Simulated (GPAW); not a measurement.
Consider Cu (Copper, Fm-3m).

```xyz
1
Lattice="0.0000 1.8075 1.8075 1.8075 0.0000 1.8075 1.8075 1.8075 0.0000" Properties=species:S:1:pos:R:3 pbc="T T T"
Cu    0.0000    0.0000    0.0000
```

Absorber: atom 1, with 12 Cu at 2.56 Å (cuboctahedral, site symmetry m-3m). Method: GPAW, LDA, excited-electron core hole (neutral cell), 13-atom cell with 5.7 Å between holes, 7×7×7 k points, dipole transitions, Gaussian full width 1.55 eV up to 4 eV, rising linearly to 3.5 eV at 25 eV.

Q: What does the Cu K edge look like?

Main maxima up to 30 eV above the zero (height): 1.6 eV (0.65), 13.0 eV (1.56) and 22.2 eV (1.42). A K edge sees empty p states on the absorber. The total-energy difference is 8991.26 eV. One term is added: -29.79 eV, since the hole is spin-paired here and a spin-polarised one costs that much less in the free atom (computed apart). The photon energy is then 8961.47 eV. The tabulated edge of the element is 8979 eV. The functional leaves an error in such absolute values: in the free atom LDA prices this hole 18.3 eV below PBE (computed apart), and PBE is itself good to a few eV.

The Cu K spectrum (energy from the lowest empty level; intensity scaled to a mean of 1 over the first 20 eV):

| E (eV) | intensity |
| --- | --- |
| -2.0 | 0.00 |
| -1.5 | 0.01 |
| -1.0 | 0.04 |
| -0.5 | 0.13 |
| 0.0 | 0.30 |
| 0.5 | 0.49 |
| 1.0 | 0.61 |
| 1.5 | 0.65 |
| 2.0 | 0.64 |
| 2.5 | 0.60 |
| 3.0 | 0.55 |
| 3.5 | 0.54 |
| 4.0 | 0.56 |
| 4.5 | 0.59 |
| 5.0 | 0.63 |
| 5.5 | 0.66 |
| 6.0 | 0.69 |
| 6.5 | 0.72 |
| 7.0 | 0.75 |
| 7.5 | 0.79 |
| 8.0 | 0.85 |
| 8.5 | 0.93 |
| 9.0 | 1.01 |
| 9.5 | 1.10 |
| 10.0 | 1.17 |
| 10.5 | 1.25 |
| 11.0 | 1.33 |
| 11.5 | 1.42 |
| 12.0 | 1.50 |
| 12.5 | 1.54 |
| 13.0 | 1.56 |
| 13.5 | 1.54 |
| 14.0 | 1.49 |
| 14.5 | 1.43 |
| 15.0 | 1.35 |
| 15.5 | 1.28 |
| 16.0 | 1.22 |
| 16.5 | 1.17 |
| 17.0 | 1.13 |
| 17.5 | 1.09 |
| 18.0 | 1.06 |
| 18.5 | 1.06 |
| 19.0 | 1.07 |
| 19.5 | 1.12 |
| 20.0 | 1.18 |
| 20.5 | 1.26 |
| 21.0 | 1.33 |
| 21.5 | 1.39 |
| 22.0 | 1.41 |
| 22.5 | 1.41 |
| 23.0 | 1.38 |
| 23.5 | 1.32 |
| 24.0 | 1.25 |
| 24.5 | 1.19 |
| 25.0 | 1.14 |
| 25.5 | 1.09 |
| 26.0 | 1.05 |
| 26.5 | 1.01 |
| 27.0 | 0.98 |
| 27.5 | 0.94 |
| 28.0 | 0.91 |
| 28.5 | 0.88 |
| 29.0 | 0.86 |
| 29.5 | 0.85 |
| 30.0 | 0.84 |
| 30.5 | 0.85 |
| 31.0 | 0.85 |
| 31.5 | 0.86 |
| 32.0 | 0.87 |

The script folds with a Gaussian, whereas the core hole's own line is a Lorentzian, so the onset is too steep and the first peak too high. The holes are only 5.7 Å apart, so the shape is probably not converged with cell size; no larger cell was run here. Lifetime broadening is put in by hand, and intensities beyond about 20 eV depend on it and on the partial waves. The structure is a published determination, not relaxed.

[Banner, clock and machine lines of the logs are left out without a mark of their own.]

[Logs are printed without paths, hosts, clocks, repeated set-up lines and the standing remarks that a program may print on its own settings, such as how far it seeks lower states.]

[Hosts, paths, dates, database ids (printed as entryN), source tags and the programs' standing remarks are cut or masked in the printed files.]

[Lists of maxima count a maximum above −3 eV only where it reaches 4 % of the highest in the window and stands out from its surroundings by 2 % of it (1.5 % where it reaches 55 %); shoulders and weaker maxima are passed over, and of the rest the first, up to two pre-edge ones and the few strongest are named.]
